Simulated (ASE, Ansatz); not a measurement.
## Random rock-salt alloy of CaS and PbS (64 atoms): a single point

Aim: energy, forces, charges and density of states of random rock-salt alloy of CaS and PbS (64 atoms) at a fixed geometry.

Main program and level: Ansatz 0.2.0; Kohn-Sham DFT, PBE, PAW (set soft_2), plane waves.

### Step 1. The starting structure

The cell holds 64 atoms: 20 Pb, 32 S and 12 Ca. Cell: a = 11.688 Å, b = 11.688 Å, c = 11.688 Å, α = 90.0°, β = 90.0°, γ = 90.0°. It derives from CaS (rock-salt) and PbS, repeated 2×2×2. Rock-salt CaS, 2 x 2 x 2 conventional cells, 20 of 32 Ca sites given to Pb at random (x = 0.625), lattice by Vegard's rule (a = 5.844 Å); not relaxed, displaced by a Gaussian of 0.02 Å.

Before any run, some limits are plain. The host structure and its lattice constant were typed by rule, without a check against the phase diagram. Sampling is at Γ alone, for a cell whose shortest periodic width is 12 Å. Spin–orbit coupling is left out, which matters for the levels of the heavy elements.

### Step 2. Plane-wave single point

One self-consistent run at the given positions yields energy and forces.

Input file input.yaml:

```yaml
crystal:
  lattice:
    - [11.6876, 0.0, 0.0]
    - [0.0, 11.6876, 0.0]
    - [0.0, 0.0, 11.6876]
  atoms:
    - { symbol: Pb, position: [0.00094, 0.0045, 0.00048] }
    - { symbol: S, position: [0.25056, 0.00284, 0.99926] }
    - { symbol: Pb, position: [0.99971, 0.25121, 0.24904] }
    - { symbol: S, position: [0.25227, 0.24834, 0.24745] }
    - { symbol: Ca, position: [0.24919, 0.999, 0.25238] }
    - { symbol: S, position: [0.99996, 0.99994, 0.24786] }
    - { symbol: Ca, position: [0.24807, 0.24857, 0.00026] }
    - { symbol: S, position: [0.00119, 0.2489, 0.00081] }
    - { symbol: Pb, position: [0.00225, 0.00012, 0.49936] }
    - { symbol: S, position: [0.24725, 0.99752, 0.4976] }
    - { symbol: Ca, position: [0.99842, 0.24934, 0.75013] }
    - { symbol: S, position: [0.24647, 0.24995, 0.74903] }
    - { symbol: Ca, position: [0.25041, 0.00163, 0.74653] }
    - { symbol: S, position: [0.99889, 0.99974, 0.74991] }
    - { symbol: Pb, position: [0.25169, 0.25071, 0.50043] }
    - { symbol: S, position: [0.00102, 0.25008, 0.5012] }
    - { symbol: Pb, position: [0.00041, 0.49689, 0.00128] }
    - { symbol: S, position: [0.24846, 0.50142, 0.99704] }
    - { symbol: Pb, position: [0.99693, 0.7482, 0.25051] }
    - { symbol: S, position: [0.25244, 0.74837, 0.25107] }
    - { symbol: Ca, position: [0.24896, 0.49909, 0.25161] }
    - { symbol: S, position: [0.00381, 0.49951, 0.25178] }
    - { symbol: Pb, position: [0.25042, 0.75162, 0.99925] }
    - { symbol: S, position: [0.99944, 0.75397, 0.00067] }
    - { symbol: Pb, position: [0.99781, 0.49968, 0.49698] }
    - { symbol: S, position: [0.25468, 0.49899, 0.50016] }
    - { symbol: Pb, position: [0.99895, 0.74961, 0.75227] }
    - { symbol: S, position: [0.24694, 0.75097, 0.74951] }
    - { symbol: Pb, position: [0.25064, 0.49865, 0.75006] }
    - { symbol: S, position: [0.99836, 0.49719, 0.7482] }
    - { symbol: Ca, position: [0.25008, 0.75085, 0.49928] }
    - { symbol: S, position: [0.9998, 0.75026, 0.50004] }
    - { symbol: Ca, position: [0.50172, 0.00123, 0.99954] }
    - { symbol: S, position: [0.74808, 0.9988, 0.99984] }
    - { symbol: Pb, position: [0.49902, 0.24825, 0.25105] }
    - { symbol: S, position: [0.74997, 0.25114, 0.24883] }
    - { symbol: Pb, position: [0.74792, 0.0006, 0.25096] }
    - { symbol: S, position: [0.50004, 0.001, 0.2482] }
    - { symbol: Pb, position: [0.74863, 0.2499, 0.00122] }
    - { symbol: S, position: [0.49839, 0.25107, 0.00209] }
    - { symbol: Ca, position: [0.50017, 0.99893, 0.49742] }
    - { symbol: S, position: [0.75147, 0.99788, 0.5009] }
    - { symbol: Pb, position: [0.49897, 0.24865, 0.75125] }
    - { symbol: S, position: [0.75258, 0.25096, 0.75197] }
    - { symbol: Pb, position: [0.74824, 0.0007, 0.75105] }
    - { symbol: S, position: [0.50029, 0.00047, 0.74829] }
    - { symbol: Ca, position: [0.74794, 0.25115, 0.49954] }
    - { symbol: S, position: [0.49788, 0.25044, 0.49882] }
    - { symbol: Ca, position: [0.50129, 0.49793, 0.99863] }
    - { symbol: S, position: [0.75092, 0.4999, 0.00086] }
    - { symbol: Pb, position: [0.5013, 0.75021, 0.25208] }
    - { symbol: S, position: [0.74852, 0.74965, 0.24862] }
    - { symbol: Pb, position: [0.74817, 0.49693, 0.24976] }
    - { symbol: S, position: [0.49622, 0.50331, 0.24816] }
    - { symbol: Ca, position: [0.7537, 0.74831, 0.00294] }
    - { symbol: S, position: [0.49887, 0.75057, 0.00214] }
    - { symbol: Pb, position: [0.49972, 0.50082, 0.50087] }
    - { symbol: S, position: [0.75201, 0.49924, 0.49937] }
    - { symbol: Ca, position: [0.50232, 0.7497, 0.74989] }
    - { symbol: S, position: [0.75099, 0.74826, 0.7494] }
    - { symbol: Pb, position: [0.75249, 0.49989, 0.74782] }
    - { symbol: S, position: [0.50093, 0.5006, 0.74791] }
    - { symbol: Pb, position: [0.74895, 0.75222, 0.49997] }
    - { symbol: S, position: [0.50123, 0.74735, 0.50004] }
kpoints:
  mp_grid: { grid: [1, 1, 1] }
hamiltonian:
  xc: pbe
scf:
  occupations: { method: fermi_dirac, width: 0.025 }
output:
  forces: true
  stress: true
  populations: true
  dos:
    method: { smearing: { sigma: 0.08 } }
    de: 0.1
    projected: { site_lists: { Ca: [Ca], Pb: [Pb], S: [S] } }
  eigenvalues: true
  write_density: true
  write_potential: true
  volumetric_format: npy
```

Command:

```bash
> ansatz run input.yaml --threads 8 --pin off --max-ram 15872MiB --backend cpu --events-out ev --progress --plain --runs-dir out
```

Numbers of over 12 decimals in the logs are rounded to 6 here.

Output:

```text
Engine: ansatz 0.2.0, aarch64-unknown-linux-gnu
Pseudopotentials: kind: paw
Pseudopotential: Pb, paw, valence charge 14, recommended cutoff 420 eV (normal), Pb.paw.azcp
Pseudopotential: S, paw, valence charge 6, recommended cutoff 420 eV (normal), S.paw.azcp
Pseudopotential: Ca, paw, valence charge 10, recommended cutoff 420 eV (normal), Ca.paw.azcp
[... 5 lines on functional and potentials left out ...]
Crystal: 64 atoms, lattice volume = 1596.526 Å³
Basis set: ecut = 420 eV, 31343 PW (Γ), exchange–correlation on 160×160×160 points (8 copies of the dense FFT grid, shifted against one another)
Bands: 360, of which v1, the nominal top of the filled ones, is band 296 counted from 1 (295 counted from 0)
Symmetry: 1 space group operations
Space group: P1 (ITA 1), of the structure as read, at distance tolerance 1.2e-4 Å
k-points: 1
[... 7 lines on functional and potentials left out ...]
Initial density: superposition of atomic densities (neutral atoms: chi_scale 0, normalization atom), corrected by the library's trained network
Initial wavefunctions: pseudopotential atomic-orbital guess
Functional: x = pbe(κ = 0.804, μ = 0.219515), c = pbe(β = 0.066725)
SCF iter   1: F=—  HF=-288863.776491 eV  |F-HF|=—  |Δ(HF+E_count)|=         —  Δρ=5.37e-3  dr2=5.77e-1  ethr=1.77e-3  ⟨swp⟩=8.0  Hψ=1698  notcnv=0  defer=41
preconditioner: auto → Resta (q_TF=auto, 2.313 Å⁻¹)  ε∞=3.4  [insulator: Δε(μ)=1.194 eV  Ē_g=14.417 eV  σ=0.025 eV  W_gap=1.00  n_scr=340 (ndim 8)  ℏωp=22.1 eV  f_vac=0.000  D(μ)=0.00/eV (n_scr^D=0)  ε∞_Penn≈3.4]
SCF iter   2: F=—  HF=-288863.672278 eV  |F-HF|=—  |Δ(HF+E_count)|=   1.04e-1  Δρ=2.71e-3  dr2=1.16e-1  ethr=9.74e-5  ⟨swp⟩=2.0  Hψ=450  notcnv=0  defer=55
SCF iter   3: F=—  HF=-288863.654684 eV  |F-HF|=—  |Δ(HF+E_count)|=   1.76e-2  Δρ=7.60e-4  dr2=1.43e-2  ethr=1.96e-5  ⟨swp⟩=3.0  Hψ=414  notcnv=0  defer=55
SCF iter   4: F=—  HF=-288863.653474 eV  |F-HF|=—  |Δ(HF+E_count)|=   1.21e-3  Δρ=1.63e-4  dr2=7.42e-4  ethr=2.41e-6  ⟨swp⟩=2.0  Hψ=421  notcnv=0  defer=55
SCF iter   5: F=—  HF=-288863.653615 eV  |F-HF|=—  |Δ(HF+E_count)|=   1.41e-4  Δρ=6.34e-5  dr2=7.47e-5  ethr=1.25e-7  ⟨swp⟩=2.0  Hψ=449  notcnv=0  defer=55
SCF iter   6: F=—  HF=-288863.656429 eV  |F-HF|=—  |Δ(HF+E_count)|=   2.81e-3  Δρ=1.64e-5  dr2=8.20e-6  ethr=1.26e-8  ⟨swp⟩=2.0  Hψ=655  notcnv=0  defer=55
SCF iter   7: F=—  HF=-288863.656431 eV  |F-HF|=—  |Δ(HF+E_count)|=   2.11e-6  Δρ=5.83e-6  dr2=8.52e-7  ethr=1.39e-9  ⟨swp⟩=2.0  Hψ=444  notcnv=0  defer=55
SCF iter   8: F=—  HF=-288863.656432 eV  |F-HF|=—  |Δ(HF+E_count)|=   6.27e-7  Δρ=2.08e-6  dr2=1.71e-7  ethr=1.69e-11  ⟨swp⟩=22.0  Hψ=3547  notcnv=0
SCF iter   9: F=-288863.656432 eV  HF=-288863.656432 eV  |F-HF|=1.11e-9  |Δ(HF+E_count)|=   4.61e-8  Δρ=5.98e-7  dr2=1.22e-8  ethr=1.69e-11  ⟨swp⟩=9.0  Hψ=2108  notcnv=0
SCF 1 converged in 9 iterations: F = -288863.656432 eV  dr2 = 1.22e-8
  greatest PAW one-centre occupation: 0.995 electrons in one spin orbital (limit 2), on the Ca atom at site 10 (counted from 0), in its partial waves of l = 0
SCF converged after 9 iterations
Free energy (F): -288863.656432 eV
Harris-Foulkes:  -288863.656432 eV  (|F-HF|=1.11e-9)
Internal energy: -288863.656432 eV  (E = F + TS)
E sigma→0 (E₀):  -288863.656432 eV
Fermi energy:    8.486648 eV
--- Per-component energies (eV) ---
  E_band       = -2704.113723
  E_kinetic    = 12532.463470
  E_local      = -34975.951810  (includes V_loc(G=0)·N_el)
  E_nonlocal   = 8669.327834
  E_hartree    = 13072.862215
  E_xc         = -9217.771928
  E_vxc        = -7557.871130  (∫ρ·V_xc dr)
  E_paw        = -237558.013721  (= ΣΔE_a)
  E_vpaw       = -7517.804139  (= ΣTr[D̂ρ^β])
  E_aug_tail   = 0.000930  (compensation charges beyond the density's cutoff)
  E_ewald      = -41386.573423
  E_smearing   = -0.000000  (= −TS)
  E_closure    = 0.000000  (closes the sum)
  Σ components = -288863.656432   (vs F -288863.656432, Δ=0.00e0)
--- Forces (eV/Å), atoms counted from 1 ---
  atom   1  Pb    -0.04346625    -0.28467616     0.03795757
  atom   2  S      0.36178132     0.40026808    -0.03587185
  atom   3  Pb    -0.00517690    -0.13002346     0.16661422
  atom   4  S     -0.05339453     0.02776766    -0.43425682
  atom   5  Ca    -0.06193729    -0.02447283    -0.20669709
  atom   6  S      0.25904714    -0.10366856     0.11072235
  atom   7  Ca     0.10451079     0.08375361     0.03002080
  atom   8  S      0.45215414     0.21172320    -0.36210149
  atom   9  Pb    -0.18032839    -0.07075252    -0.05421135
  atom  10  S      0.62577903    -0.37412413     0.10725329
  atom  11  Ca    -0.02053111     0.06108176    -0.07111090
  atom  12  S     -0.22931844    -0.47098057     0.54076621
  atom  13  Ca    -0.14317308    -0.10928114     0.14325350
  atom  14  S      0.32573175     0.40189364    -0.06574626
[...]
atom  63  Pb     0.22679883    -0.15868633    -0.01073574
  atom  64  S     -0.57269647     0.63945025     0.49738385
  max |Σ_I F_I| component: 6.01e-5 eV/Å
--- Stress (GPa, compression-positive) ---
        2.220003       0.012254      -0.004635
        0.012254       3.527794       0.004178
       -0.004635       0.004178       3.499666
  P = ⅓ Tr σ = 3.0825 GPa (30.825 kbar)
--- Band table (eV) ---
  k-point 0: bands = ["-32.7920", "-32.7540", "-32.7281", "-32.7132", [... 344 levels ...], "11.8041", "11.8289", "11.8496", "11.8610", "11.8838", "11.9060", "11.9414", "11.9500", "11.9805", "12.0215", "12.0441", "12.0614"]
--- Löwdin populations: 64 sites ---
  site symbol       q [e]
     0     Pb     13.4723
     1      S      6.9749
     2     Pb     13.4601
[...]
63      S      6.8074
  spilling = 0.007964 (of n_electrons = 592.000000)
```

Run time: 15 s. Hardware: 8 threads of Arm Neoverse V1, shared host; peak memory 1.9 GiB.

Reading the cycles: dr2 is the Hartree energy of the density residual (eV), the measure of convergence; HF is the Harris–Foulkes estimate of the energy, which meets the free energy F at convergence.

Read from the output:

* free energy: -288863.6564 eV
* free energy per atom: -4513.4946 eV/atom
* SCF cycles: 9
* pressure: 3.082 GPa
* r.m.s. force component: 0.2741 eV/Å
* longest force: 0.9921 eV/Å
* Fermi energy: 8.487 eV
* gap (highest filled to lowest empty level): 1.148 eV
* spilling of the projection: 0.007964

Length of the force by element:

```csv
element,coordination,atoms,mean length of the force (eV/Å),spread,least,most
Ca,all,12,0.148,0.0502,0.0787,0.230
Pb,all,20,0.164,0.0688,0.0501,0.290
S,all,32,0.626,0.172,0.232,0.992
```

Löwdin charges by element (they lack the spilled electrons, 0.074 e an atom on average):

```csv
element,coordination,atoms,mean charge (e),spread,least,most
Ca,all,12,1.56,0.0141,1.54,1.59
Pb,all,20,0.523,0.036,0.456,0.572
S,all,32,-0.765,0.112,-0.978,-0.620
```

Charge against the make-up of the first shell:

```
Ca neighbours of S  atoms  mean charge (e)
                 1      8           -0.634
                 2     12           -0.726
                 3      8            -0.85
                 4      4           -0.973
```

States in the cell by windows of 0.5 eV, zero at the Fermi level; the larger projections on atomic orbitals stand beside the total:

| from (eV) | to (eV) | total | S p | Pb p | Pb s |
| --- | --- | --- | --- | --- | --- |
| -10 | -9.5 | 0.0 | 0.0 | 0.0 | 0.0 |
| -9.5 | -9 | 5.3 | 1.4 | 0.0 | 3.6 |
| -9 | -8.5 | 8.0 | 1.7 | 0.0 | 5.7 |
| -8.5 | -8 | 15.2 | 2.9 | 0.0 | 10.9 |
| -8 | -7.5 | 9.3 | 1.3 | 0.0 | 6.4 |
| -7.5 | -7 | 1.3 | 0.1 | 0.0 | 0.8 |
| -7 | -6.5 | 1.0 | 0.1 | 0.0 | 0.6 |
| -6.5 | -5.5 | 0.0 | 0.0 | 0.0 | 0.0 |
| -5.5 | -5 | 6.0 | 3.5 | 2.4 | 0.0 |
| -5 | -4.5 | 13.0 | 8.2 | 4.6 | 0.0 |
| -4.5 | -4 | 14.4 | 9.9 | 3.8 | 0.0 |
| -4 | -3.5 | 31.5 | 23.3 | 5.9 | 0.1 |
| -3.5 | -3 | 21.1 | 16.8 | 2.5 | 0.3 |
| -3 | -2.5 | 34.5 | 29.7 | 2.5 | 0.5 |
| -2.5 | -2 | 39.0 | 35.9 | 0.6 | 0.6 |
| -2 | -1.5 | 10.1 | 7.3 | 0.5 | 1.8 |
| -1.5 | -1 | 14.1 | 10.4 | 0.4 | 2.6 |
| -1 | -0.5 | 7.5 | 4.9 | 0.3 | 1.9 |
| -0.5 | 0 | 0.7 | 0.4 | 0.0 | 0.2 |
| 0 | 0.5 | 0.1 | 0.0 | 0.1 | 0.0 |
| 0.5 | 1 | 7.9 | 0.5 | 5.6 | 0.0 |
| 1 | 1.5 | 8.5 | 0.7 | 6.4 | 0.0 |
| 1.5 | 2 | 20.3 | 1.4 | 11.0 | 0.0 |
| 2 | 2.5 | 12.8 | 0.9 | 4.9 | 0.0 |
| 2.5 | 3 | 23.0 | 3.0 | 11.7 | 0.0 |

The curve was stored every 0.100 eV, coarse against its broadening of 0.08 eV, so these counts are rough.

Between -26 and -10 eV lie 336 more states.

The stored curve holds about 568 of the 592 electrons; the rest, give or take the few that broadening carries across the Fermi level, lie in deeper levels below its range.

The levels nearest the highest filled one (over half full), pooled over k-points and spins:

| level less the highest filled one (eV) | occupation |
| --- | --- |
| -0.556 | 2 |
| -0.489 | 2 |
| -0.394 | 2 |
| -0.0819 | 2 |
| -0.0072 | 2 |
| 0 | 2 |
| 1.15 | 0 |
| 1.21 | 0 |
| 1.25 | 0 |
| 1.34 | 0 |
| 1.88 | 0 |
| 1.94 | 0 |

Valence density in the ac plane at fractional y = 0.000, with atoms of Pb and S and Ca within 0.2 Å of it. It is the smooth field of the valence electrons, not physical close to the nuclei.

Ten steps, logarithmic in the rise over the least value, from '0' (0.05 × 1e0 e/Å³) to '9' (8.46 × 1e0 e/Å³), each cell a mean:
```
986323554553214788631245555422468
653112345432102455310134444211245
221000122210000111100012222100012
332000012200001333210013333100123
554211367641123555432246776421345
355312689863134544542358998532454
454312689862134545542257997522455
443100356531013454421134664211234
221000012100001222100012222100122
432101233321000122100012333200123
764212455542103576410134555321357
986323553553225899731245445432479
986323554553115788631245555422468
653212345432002455310124444311245
221000122210000121100012222100012
332100123210002333210013443100123
554211467641123555432246776421345
355313689863135534542358998522454
454312588852124545542257997522355
543200245420013454421134664311244
321000011100001222100012222100122
432001233321000122100012332100123
764212455542113677521235554321357
986323553553225899742345445422479
```
Columns run along a (11.7 Å), rows up along c (11.7 Å). Atoms in or near the plane, at fractional coordinates: Pb at (0.00, 0.00), S at (0.25, 0.00), Ca at (0.25, 0.25), S at (0.00, 0.25), Pb at (0.00, 0.50), S at (0.25, 0.50), Ca at (0.25, 0.75), S at (0.00, 0.75), Ca at (0.50, 0.00), S at (0.75, 0.00), Pb at (0.75, 0.25), S at (0.50, 0.25), Ca at (0.50, 0.50), S at (0.75, 0.50) and more.

[end of part 1 of 2]

[Logs are printed without paths, hosts, clocks, repeated set-up lines and the standing remarks that a program may print on its own settings, such as how far it seeks lower states.]

[Hosts, paths, dates, database ids (printed as entryN), source tags and the programs' standing remarks are cut or masked in the printed files.]
